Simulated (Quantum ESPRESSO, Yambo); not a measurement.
# A GW chain in Yambo: BiOCl (P4/nmm), part 2 of 3

Wanted: ground state, empty states, screening and self-energy for BiOCl (P4/nmm).

Quantum ESPRESSO 7.5 and Yambo 5.3.0; PBEsol and many-body steps on it, plane waves. Known limits of the many-body steps: not at the basis limit; no spin-orbit coupling; coarse k mesh.

So far. Step 2 (Ground state): The gap is indirect, with the least direct gap 0.34 eV higher.

## Step 3: Bands along the symmetry lines

Level of this step: DFT, PBEsol, plane waves, norm-conserving pseudopotentials (Quantum ESPRESSO).

Levels along a band path, at the cheap level, show where the edges lie and whether the meshes to come will hold them.

Contents of pw.in:

```
&control
  calculation = 'bands'
  prefix = 'x'
  outdir = 'o'
  pseudo_dir = 'pseudo'
/
&system
  ibrav = 0
  nat = 6
  ntyp = 3
  ecutwfc = 76.0
  nbnd = 42
  force_symmorphic = .true.
/
&electrons
  conv_thr = 1e-9
  electron_maxstep = 80
  diago_full_acc = .true.
  diago_thr_init = 5e-6
/
ATOMIC_SPECIES
  Bi 208.98 Bi.upf
  Cl 35.45 Cl.upf
  O 15.999 O.upf
CELL_PARAMETERS angstrom
  3.8855100000 0.0000000000 0.0000000000
  0.0000000000 3.8855100000 0.0000000000
  0.0000000000 0.0000000000 7.3489000000
ATOMIC_POSITIONS crystal
  Bi 0.5000000000 0.0000000000 0.3290400000
  Bi 0.0000000000 0.5000000000 0.6709600000
  Cl 0.0000000000 0.5000000000 0.1472000000
  Cl 0.5000000000 0.0000000000 0.8528000000
  O 0.0000000000 0.0000000000 0.5000000000
  O 0.5000000000 0.5000000000 0.5000000000
K_POINTS crystal
  75
  0.00000000 0.00000000 0.00000000 1
  0.00000000 0.06250000 0.00000000 1
  0.00000000 0.12500000 0.00000000 1
  0.00000000 0.18750000 0.00000000 1
  0.00000000 0.25000000 0.00000000 1
  0.00000000 0.31250000 0.00000000 1
  0.00000000 0.37500000 0.00000000 1
  0.00000000 0.43750000 0.00000000 1
  0.00000000 0.50000000 0.00000000 1
  0.06250000 0.50000000 0.00000000 1
  0.12500000 0.50000000 0.00000000 1
  0.18750000 0.50000000 0.00000000 1
  0.25000000 0.50000000 0.00000000 1
  0.31250000 0.50000000 0.00000000 1
  0.37500000 0.50000000 0.00000000 1
  0.43750000 0.50000000 0.00000000 1
  0.50000000 0.50000000 0.00000000 1
  0.43750000 0.43750000 0.00000000 1
  0.37500000 0.37500000 0.00000000 1
  0.31250000 0.31250000 0.00000000 1
  0.25000000 0.25000000 0.00000000 1
  0.18750000 0.18750000 0.00000000 1
  0.12500000 0.12500000 0.00000000 1
  0.06250000 0.06250000 0.00000000 1
  0.00000000 0.00000000 0.00000000 1
  0.00000000 0.00000000 0.06250000 1
  0.00000000 0.00000000 0.12500000 1
  0.00000000 0.00000000 0.18750000 1
  0.00000000 0.00000000 0.25000000 1
  0.00000000 0.00000000 0.31250000 1
  0.00000000 0.00000000 0.37500000 1
  0.00000000 0.00000000 0.43750000 1
  0.00000000 0.00000000 0.50000000 1
  0.00000000 0.06250000 0.50000000 1
  0.00000000 0.12500000 0.50000000 1
  0.00000000 0.18750000 0.50000000 1
  0.00000000 0.25000000 0.50000000 1
  0.00000000 0.31250000 0.50000000 1
  0.00000000 0.37500000 0.50000000 1
  0.00000000 0.43750000 0.50000000 1
  0.00000000 0.50000000 0.50000000 1
  0.06250000 0.50000000 0.50000000 1
  0.12500000 0.50000000 0.50000000 1
  0.18750000 0.50000000 0.50000000 1
  0.25000000 0.50000000 0.50000000 1
  0.31250000 0.50000000 0.50000000 1
  0.37500000 0.50000000 0.50000000 1
  0.43750000 0.50000000 0.50000000 1
  0.50000000 0.50000000 0.50000000 1
  0.43750000 0.43750000 0.50000000 1
  0.37500000 0.37500000 0.50000000 1
  0.31250000 0.31250000 0.50000000 1
  0.25000000 0.25000000 0.50000000 1
  0.18750000 0.18750000 0.50000000 1
  0.12500000 0.12500000 0.50000000 1
  0.06250000 0.06250000 0.50000000 1
  0.00000000 0.00000000 0.50000000 1
  0.00000000 0.50000000 0.00000000 1
  0.00000000 0.50000000 0.06250000 1
  0.00000000 0.50000000 0.12500000 1
  0.00000000 0.50000000 0.18750000 1
  0.00000000 0.50000000 0.25000000 1
  0.00000000 0.50000000 0.31250000 1
  0.00000000 0.50000000 0.37500000 1
  0.00000000 0.50000000 0.43750000 1
  0.00000000 0.50000000 0.50000000 1
  0.50000000 0.50000000 0.00000000 1
  0.50000000 0.50000000 0.06250000 1
  0.50000000 0.50000000 0.12500000 1
  0.50000000 0.50000000 0.18750000 1
  0.50000000 0.50000000 0.25000000 1
  0.50000000 0.50000000 0.31250000 1
  0.50000000 0.50000000 0.37500000 1
  0.50000000 0.50000000 0.43750000 1
  0.50000000 0.50000000 0.50000000 1
```

Command:

```bash
OMP_NUM_THREADS=1 mpirun -n 4 pw.x -nk 4 -in pw.in > pw.out
```

What it wrote:

```text
[banner, memory and clock lines left out]
Program PWSCF v.7.5 starts

     Atomic positions and unit cell read from directory:
     o/x.save/

     Message from routine setup:
     using ibrav=0 with symmetry is DISCOURAGED, use correct ibrav instead

     G-vector sticks info

     bravais-lattice index     =            0
     lattice parameter (alat)  =       7.3425  a.u.
     unit-cell volume          =     748.7124 (a.u.)^3
     number of atoms/cell      =            6
     number of atomic types    =            3
     number of electrons       =        72.00
     number of Kohn-Sham states=           42
     kinetic-energy cutoff     =      76.0000  Ry
     charge density cutoff     =     304.0000  Ry
     Exchange-correlation= PBESOL
                           (   1   4  10   8   0   0   0)

     celldm(1)=   7.342550  celldm(2)=   0.000000  celldm(3)=   0.000000
     celldm(4)=   0.000000  celldm(5)=   0.000000  celldm(6)=   0.000000

     crystal axes: (cart. coord. in units of alat)
               a(1) = (   1.000000   0.000000   0.000000 )
               a(2) = (   0.000000   1.000000   0.000000 )
               a(3) = (   0.000000   0.000000   1.891360 )

     reciprocal axes: (cart. coord. in units 2 pi/alat)
               b(1) = (  1.000000  0.000000  0.000000 )
               b(2) = (  0.000000  1.000000  0.000000 )
               b(3) = (  0.000000  0.000000  0.528720 )
     Pseudo is Norm-conserving + core correction, Zval = 23.0
     Generated using ONCVPSP code by D. R. Hamann
     Using radial grid of 1472 points,  6 beta functions with:
     Pseudo is Norm-conserving + core correction, Zval =  7.0
     Generated using ONCVPSP code by D. R. Hamann
     Using radial grid of 1028 points,  6 beta functions with:
     Pseudo is Norm-conserving + core correction, Zval =  6.0
     Generated using ONCVPSP code by D. R. Hamann
     Using radial grid of  936 points,  5 beta functions with:
     Bi               23.00   208.98000     Bi( 1.00)
     Cl                7.00    35.45000     Cl( 1.00)
     O                 6.00    15.99900     O ( 1.00)

      8 Sym. Ops. (no inversion) found

   Cartesian axes

     site n.     atom                  positions (alat units)
         1        Bi     tau(   1) = (   0.5000000   0.0000000   0.6223332  )
         2        Bi     tau(   2) = (   0.0000000   0.5000000   1.2690272  )
         3        Cl     tau(   3) = (   0.0000000   0.5000000   0.2784083  )
         4        Cl     tau(   4) = (   0.5000000   0.0000000   1.6129522  )
         5        O      tau(   5) = (   0.0000000   0.0000000   0.9456802  )
         6        O      tau(   6) = (   0.5000000   0.5000000   0.9456802  )

     number of k points=    75
                       cart. coord. in units 2pi/alat
        k(    1) = (   0.0000000   0.0000000   0.0000000), wk =   0.0266667
        k(    2) = (   0.0000000   0.0625000   0.0000000), wk =   0.0266667
        k(    3) = (   0.0000000   0.1250000   0.0000000), wk =   0.0266667
[...]
[... 63 further rows ...]
        k(   74) = (   0.5000000   0.5000000   0.2313150), wk =   0.0266667
        k(   75) = (   0.5000000   0.5000000   0.2643600), wk =   0.0266667

     Dense  grid:    67045 G-vectors     FFT dimensions: (  45,  45,  80)

     The potential is recalculated from file :
     o/x.save/charge-density

     Starting wfcs are   42 randomized atomic wfcs

     Band Structure Calculation

     End of band structure calculation

          k = 0.0000 0.0000 0.0000 (  8363 PWs)   bands (ev):

  -143.3219-143.3218 -81.3556 -81.3554 -81.3491 -81.3491 -81.3490 -81.3490
   -12.8928 -12.6835 -12.6835 -12.6828 -12.6686 -12.6335 -12.6215 -12.6097
   -12.6097 -12.5933  -9.3912  -6.7293  -4.7411  -4.4175  -0.3561   2.2221
     4.4239   4.4239   6.9703   7.2978   7.4394   7.4394   7.5140   7.5140
[...]
16.1903  16.1904

          k = 0.0000 0.0625 0.0000 (  8375 PWs)   bands (ev):

  -143.3219-143.3218 -81.3556 -81.3554 -81.3491 -81.3491 -81.3490 -81.3490
[...]
15.8165  16.1426

          k = 0.0000 0.1250 0.0000 (  8359 PWs)   bands (ev):

  -143.3218-143.3218 -81.3556 -81.3554 -81.3491 -81.3491 -81.3490 -81.3490
[...]
15.4441  15.9981

[...]
k = 0.5000 0.5000 0.2313 (  8404 PWs)   bands (ev):

  -143.3219-143.3219 -81.3555 -81.3555 -81.3493 -81.3493 -81.3491 -81.3491
[...]
15.5288  15.5289

          k = 0.5000 0.5000 0.2644 (  8400 PWs)   bands (ev):

  -143.3219-143.3219 -81.3555 -81.3555 -81.3493 -81.3493 -81.3491 -81.3491
[...]
4.3288   4.3288   6.1289   6.1289   6.6613   6.6613   7.1558   7.1558
     7.5572   7.5572   8.3082   8.3082  13.4376  13.4377  15.0034  15.0034
    15.5218  15.5219

     XML data file, pseudopotentials, collected wavefunctions
```

It took 31 s on 4 MPI ranks of Arm Neoverse V1, shared host; peak memory 0.43 GiB; 2.1 min of CPU time.

Numbers from this step:

```yaml
gap: 2.547 eV
k_of_the_valence_top: 0, 0.4375, 0.5
k_of_the_conduction_bottom: 0, 0, 0.5
least_direct_gap: 2.931 eV
```

The gap is 2.547 eV, −0.046 eV from the run before at this level.

The electronic bands at the labelled points (eV, zero at the top of the highest filled band):

| point | band 33 | band 34 | band 35 | band 36 | band 37 | band 38 | band 39 | band 40 |
| --- | --- | --- | --- | --- | --- | --- | --- | --- |
| Γ | -1.06 | -1.06 | -0.99 | -0.78 | 3.05 | 3.75 | 5.30 | 5.30 |
| halfway | -1.05 | -0.54 | -0.38 | -0.29 | 4.29 | 4.65 | 4.80 | 5.00 |
| X | -0.92 | -0.92 | -0.09 | -0.09 | 4.55 | 4.55 | 5.19 | 5.19 |
| halfway | -1.05 | -1.05 | -0.70 | -0.70 | 4.54 | 4.54 | 5.40 | 5.40 |
| M | -0.72 | -0.72 | -0.66 | -0.66 | 4.06 | 4.06 | 5.81 | 5.81 |
| halfway | -0.84 | -0.64 | -0.52 | -0.39 | 3.92 | 5.02 | 5.17 | 5.49 |
| Γ | -1.06 | -1.06 | -0.99 | -0.78 | 3.05 | 3.75 | 5.30 | 5.30 |
| halfway | -0.92 | -0.92 | -0.74 | -0.54 | 2.79 | 3.36 | 5.31 | 5.31 |
| Z | -0.79 | -0.79 | -0.39 | -0.38 | 2.55 | 2.93 | 5.31 | 5.31 |
| halfway | -0.86 | -0.81 | -0.58 | -0.16 | 4.02 | 4.30 | 5.14 | 5.25 |
| R | -0.71 | -0.71 | -0.08 | -0.08 | 4.35 | 4.35 | 5.28 | 5.28 |
| halfway | -0.94 | -0.94 | -0.66 | -0.66 | 4.06 | 4.06 | 5.77 | 5.77 |
| A | -1.41 | -1.41 | -0.66 | -0.66 | 4.47 | 4.47 | 6.03 | 6.03 |
| halfway | -0.94 | -0.80 | -0.61 | -0.34 | 3.43 | 4.80 | 5.29 | 5.53 |
| Z | -0.79 | -0.79 | -0.39 | -0.38 | 2.55 | 2.93 | 5.31 | 5.31 |
| jump to X | -0.92 | -0.92 | -0.09 | -0.09 | 4.55 | 4.55 | 5.19 | 5.19 |
| halfway | -0.80 | -0.80 | -0.09 | -0.09 | 4.45 | 4.45 | 5.23 | 5.23 |
| R | -0.71 | -0.71 | -0.08 | -0.08 | 4.35 | 4.35 | 5.28 | 5.28 |
| jump to M | -0.72 | -0.72 | -0.66 | -0.66 | 4.06 | 4.06 | 5.81 | 5.81 |
| halfway | -1.03 | -1.03 | -0.66 | -0.66 | 4.26 | 4.26 | 5.93 | 5.93 |
| A | -1.41 | -1.41 | -0.66 | -0.66 | 4.47 | 4.47 | 6.03 | 6.03 |

## Step 4: Empty states on the mesh, 4×4×2 mesh, 199 bands

The sums over transitions need many empty states on a uniform mesh; this step solves for them.

Contents of pw.in:

```
&control
  calculation = 'nscf'
  prefix = 'x'
  outdir = 'o'
  pseudo_dir = 'pseudo'
/
&system
  ibrav = 0
  nat = 6
  ntyp = 3
  ecutwfc = 76.0
  nbnd = 199
  force_symmorphic = .true.
/
&electrons
  conv_thr = 1e-9
  electron_maxstep = 80
  diago_full_acc = .true.
  diago_thr_init = 5e-6
/
ATOMIC_SPECIES
  Bi 208.98 Bi.upf
  Cl 35.45 Cl.upf
  O 15.999 O.upf
CELL_PARAMETERS angstrom
  3.8855100000 0.0000000000 0.0000000000
  0.0000000000 3.8855100000 0.0000000000
  0.0000000000 0.0000000000 7.3489000000
ATOMIC_POSITIONS crystal
  Bi 0.5000000000 0.0000000000 0.3290400000
  Bi 0.0000000000 0.5000000000 0.6709600000
  Cl 0.0000000000 0.5000000000 0.1472000000
  Cl 0.5000000000 0.0000000000 0.8528000000
  O 0.0000000000 0.0000000000 0.5000000000
  O 0.5000000000 0.5000000000 0.5000000000
K_POINTS automatic
  4 4 2 0 0 0
```

What it wrote:

```text
[banner, memory and clock lines left out]
Program PWSCF v.7.5 starts

     Atomic positions and unit cell read from directory:
     o/x.save/

     Message from routine setup:
     using ibrav=0 with symmetry is DISCOURAGED, use correct ibrav instead

     G-vector sticks info

     bravais-lattice index     =            0
     lattice parameter (alat)  =       7.3425  a.u.
     unit-cell volume          =     748.7124 (a.u.)^3
     number of atoms/cell      =            6
     number of atomic types    =            3
     number of electrons       =        72.00
     number of Kohn-Sham states=          199
     kinetic-energy cutoff     =      76.0000  Ry
     charge density cutoff     =     304.0000  Ry
     Exchange-correlation= PBESOL
                           (   1   4  10   8   0   0   0)

     celldm(1)=   7.342550  celldm(2)=   0.000000  celldm(3)=   0.000000
     celldm(4)=   0.000000  celldm(5)=   0.000000  celldm(6)=   0.000000

     crystal axes: (cart. coord. in units of alat)
               a(1) = (   1.000000   0.000000   0.000000 )
               a(2) = (   0.000000   1.000000   0.000000 )
               a(3) = (   0.000000   0.000000   1.891360 )

     reciprocal axes: (cart. coord. in units 2 pi/alat)
               b(1) = (  1.000000  0.000000  0.000000 )
               b(2) = (  0.000000  1.000000  0.000000 )
               b(3) = (  0.000000  0.000000  0.528720 )
     Pseudo is Norm-conserving + core correction, Zval = 23.0
     Generated using ONCVPSP code by D. R. Hamann
     Using radial grid of 1472 points,  6 beta functions with:
     Pseudo is Norm-conserving + core correction, Zval =  7.0
     Generated using ONCVPSP code by D. R. Hamann
     Using radial grid of 1028 points,  6 beta functions with:
     Pseudo is Norm-conserving + core correction, Zval =  6.0
     Generated using ONCVPSP code by D. R. Hamann
     Using radial grid of  936 points,  5 beta functions with:
     Bi               23.00   208.98000     Bi( 1.00)
     Cl                7.00    35.45000     Cl( 1.00)
     O                 6.00    15.99900     O ( 1.00)

      8 Sym. Ops. (no inversion) found

   Cartesian axes

     site n.     atom                  positions (alat units)
         1        Bi     tau(   1) = (   0.5000000   0.0000000   0.6223332  )
         2        Bi     tau(   2) = (   0.0000000   0.5000000   1.2690272  )
         3        Cl     tau(   3) = (   0.0000000   0.5000000   0.2784083  )
         4        Cl     tau(   4) = (   0.5000000   0.0000000   1.6129522  )
         5        O      tau(   5) = (   0.0000000   0.0000000   0.9456802  )
         6        O      tau(   6) = (   0.5000000   0.5000000   0.9456802  )

     number of k points=    12
                       cart. coord. in units 2pi/alat
        k(    1) = (   0.0000000   0.0000000   0.0000000), wk =   0.0625000
        k(    2) = (   0.0000000   0.0000000  -0.2643600), wk =   0.0625000
        k(    3) = (   0.0000000   0.2500000   0.0000000), wk =   0.2500000
[...]
k(   11) = (  -0.5000000  -0.5000000   0.0000000), wk =   0.0625000
        k(   12) = (  -0.5000000  -0.5000000  -0.2643600), wk =   0.0625000

     Dense  grid:    67045 G-vectors     FFT dimensions: (  45,  45,  80)

     The potential is recalculated from file :
     o/x.save/charge-density

     Starting wfcs are   42 randomized atomic wfcs +  157 random wfcs

     Band Structure Calculation

     End of band structure calculation

          k = 0.0000 0.0000 0.0000 (  8363 PWs)   bands (ev):

  -143.3219-143.3218 -81.3556 -81.3554 -81.3491 -81.3491 -81.3490 -81.3490
   -12.8928 -12.6835 -12.6835 -12.6828 -12.6686 -12.6335 -12.6215 -12.6097
   -12.6097 -12.5933  -9.3912  -6.7293  -4.7411  -4.4175  -0.3561   2.2221
     4.4239   4.4239   6.9703   7.2978   7.4394   7.4394   7.5140   7.5140
[...]
[... 13 further rows ...]
[...]
74.2332  74.3210  74.7963  74.7963  75.2140  75.7935  75.9132

          k = 0.0000 0.0000-0.2644 (  8374 PWs)   bands (ev):

  -143.3218-143.3218 -81.3556 -81.3554 -81.3491 -81.3491 -81.3490 -81.3490
[...]
[... 13 further rows ...]
[...]
72.9405  73.4190  73.4190  74.2372  74.4514  75.1697  75.2686

          k = 0.0000 0.2500 0.0000 (  8344 PWs)   bands (ev):

  -143.3218-143.3218 -81.3556 -81.3554 -81.3492 -81.3491 -81.3491 -81.3490
[...]
32.8730  32.9359  32.9523  33.2868  33.9310  34.0057  34.1491  34.7757
     [... 13 further rows ...]
    70.7614  71.2761  71.6508  71.9384  72.6328  72.9421  73.1641  74.4225
    74.4832  74.9361  74.9707  75.4016  75.6926  75.7831  76.1331

          k = 0.0000 0.2500-0.2644 (  8390 PWs)   bands (ev):

     [... further k-points ...]

     highest occupied, lowest unoccupied level (ev):     8.8914   11.5183

     XML data file, pseudopotentials, collected wavefunctions
```

The job ended after 71 s (4 MPI ranks; peak memory 0.82 GiB).

Numbers from this step:

- gap: 2.627 eV
- k of the valence top: 0, -0.5, -0.5
- k of the conduction bottom: 0, 0, -0.5
- least direct gap: 2.931 eV
- k points computed: 12
- lowest point of the top converged band, above the valence top: 66.3773 eV

On this mesh the gap is 2.627 eV. The earlier step found 2.593 eV, so this mesh misses an edge.

(Continued in part 3 of 3.)

[Paths, hosts, dates, memory and timing lines, banners, echoed tables and standing remarks are left out of the program output.]

[Logs are printed without paths, hosts, clocks, repeated set-up lines and the standing remarks that a program may print on its own settings, such as how far it seeks lower states.]

[Runs of the session that timed out or met a known fault of the program may be left out.]

[Hosts, paths, dates, database ids (printed as entryN), source tags and the programs' standing remarks are cut or masked in the printed files.]
